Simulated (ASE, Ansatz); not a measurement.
## Finding the fault: SnP2H16C6Cl2 (P-1) (108 atoms)

Program: Ansatz 0.2.0. The cell: 4 Sn, 64 H, 8 P, 24 C and 8 Cl.

input.yaml

```yaml
crystal:
  lattice:
    - [14.716, 0.0, 0.0]
    - [1.63296, 7.70894, 0.0]
    - [1.98796, 2.55023, 10.5161]
  atoms:
    - { symbol: Sn, position: [0.49351, 0.44979, 0.72232] }
    - { symbol: Sn, position: [0.00649, 0.55021, 0.27768] }
    - { symbol: H, position: [0.17607, 0.65233, 0.8572] }
    - { symbol: H, position: [0.32393, 0.34767, 0.1428] }
    - { symbol: H, position: [0.22724, 0.61607, 0.70492] }
    - { symbol: H, position: [0.27276, 0.38393, 0.29508] }
    - { symbol: H, position: [0.28335, 0.50201, 0.84111] }
    - { symbol: H, position: [0.21665, 0.49799, 0.15889] }
    - { symbol: H, position: [0.21252, 0.24008, 0.02891] }
    - { symbol: H, position: [0.28748, 0.75992, 0.97109] }
    - { symbol: H, position: [0.1104, 0.15749, 0.02181] }
    - { symbol: H, position: [0.3896, 0.84251, 0.97819] }
    - { symbol: H, position: [0.10003, 0.37272, 0.05068] }
    - { symbol: H, position: [0.39997, 0.62728, 0.94932] }
    - { symbol: H, position: [0.25759, 0.26119, 0.66396] }
    - { symbol: H, position: [0.24241, 0.73881, 0.33604] }
    - { symbol: H, position: [0.28832, 0.1451, 0.81537] }
    - { symbol: H, position: [0.21168, 0.8549, 0.18463] }
    [... 84 atom lines left out ...]
    - { symbol: C, position: [0.63265, 0.1526, 0.5069] }
    - { symbol: C, position: [0.86735, 0.8474, 0.4931] }
    - { symbol: Cl, position: [0.9275, 0.22657, 0.93526] }
    - { symbol: Cl, position: [0.57249, 0.77343, 0.06474] }
    - { symbol: Cl, position: [0.61199, 0.60082, 0.52057] }
    - { symbol: Cl, position: [0.88802, 0.39918, 0.47943] }
kpoints:
  mp_grid: { grid: [1, 1, 1] }
hamiltonian:
  xc: pbe
  dispersion: d4
scf:
  max_iter: 100
output:
  forces: true
```

Run with:

```console
ansatz run input.yaml --threads 4 --pin off --max-ram 8192MiB --backend cpu --events-out ev --progress --plain --runs-dir out
```

Output:

```text
Error: YAML parse error: `scf.occupations.method` is required: fixed only where the cell keeps a band gap throughout the run, explicit beside scf.occupations.values (under evaluate: without them), else a smearing such as fermi_dirac (scf.occupations.width is optional; its entry in the input reference gives the default)
```

Elapsed: 0.02 s, on 4 threads of Arm Neoverse V2, shared host; peak memory 0.022 GiB.

Q: Name the fault and the fix.

No occupation method: scf.occupations.method removed and scf.occupations.width removed.

The fix is to set scf.occupations.method back to "gaussian" and set scf.occupations.width back to 0.025.

The program refused it before any cycle.

[Logs are printed without paths, hosts, clocks, repeated set-up lines and the standing remarks that a program may print on its own settings, such as how far it seeks lower states.]

[Hosts, paths, dates, database ids (printed as entryN), source tags and the programs' standing remarks are cut or masked in the printed files.]
